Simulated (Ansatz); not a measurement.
G0W0 rungs for SrLi2SnS4 (I-42m).

```yaml
crystal:
  lattice:
    - [-3.32950, 3.32950, 3.95900]
    - [3.32950, -3.32950, 3.95900]
    - [3.32950, 3.32950, -3.95900]
  atoms:
    - { symbol: Li, position: [0.25000, 0.75000, 0.50000] }
    - { symbol: Li, position: [0.75000, 0.25000, 0.50000] }
    - { symbol: Sr, position: [0.50000, 0.50000, 0.00000] }
    - { symbol: Sn, position: [0.00000, 0.00000, 0.00000] }
    - { symbol: S, position: [0.03526, 0.03526, 0.41320] }
    - { symbol: S, position: [0.96474, 0.37794, 0.00000] }
    - { symbol: S, position: [0.62206, 0.62206, 0.58680] }
    - { symbol: S, position: [0.37794, 0.96474, 0.00000] }
```

The cell and positions come from the Crystallography Open Database and are kept as given unless a step says otherwise. PAW set soft_2, made with PBE.

Runs so far (Ansatz 0.2.0, start PBE, default PAW files, 4×4×4 mesh). Times are wall times on 1 × NVIDIA H100 80GB HBM3 (shared by 6 runs) with 2 threads of AMD EPYC 7R13 (Zen 3), shared host, good to a factor of about two.

| bands summed | cutoff (eV) | gap on the mesh (eV) | time |
| --- | --- | --- | --- |
| 172 | 51 | 4.035 | 18 s |
| 437 | 102 | 4.099 | 36 s |

Q: What should the next rung give, with 910 bands and screening to 170 eV, and where is the limit?

The error falls about as one over the bands when the cutoff rises with them. A line through the two highest rungs given predicts 4.120 eV; the run gave 4.114 eV, close to it. The two highest rungs put the limit near 4.129 eV, the pair below near 4.140 eV; their difference is a rough measure of what is unsettled in bands and cutoff; the mesh is a separate error.

Gaps are over the mesh's points; an edge off the mesh would be missed. Limits: not at the basis limit; no spin-orbit coupling.

[Paths, hosts, dates, memory and timing lines, banners, echoed tables and standing remarks are left out of the program output.]

[Logs are printed without paths, hosts, clocks, repeated set-up lines and the standing remarks that a program may print on its own settings, such as how far it seeks lower states.]

[Runs of the session that timed out or met a known fault of the program may be left out.]

[Cells called generated may have been cut or substituted from an entry of the Crystallography Open Database or the Materials Project.]

[Hosts, paths, dates, database ids (printed as entryN), source tags and the programs' standing remarks are cut or masked in the printed files.]
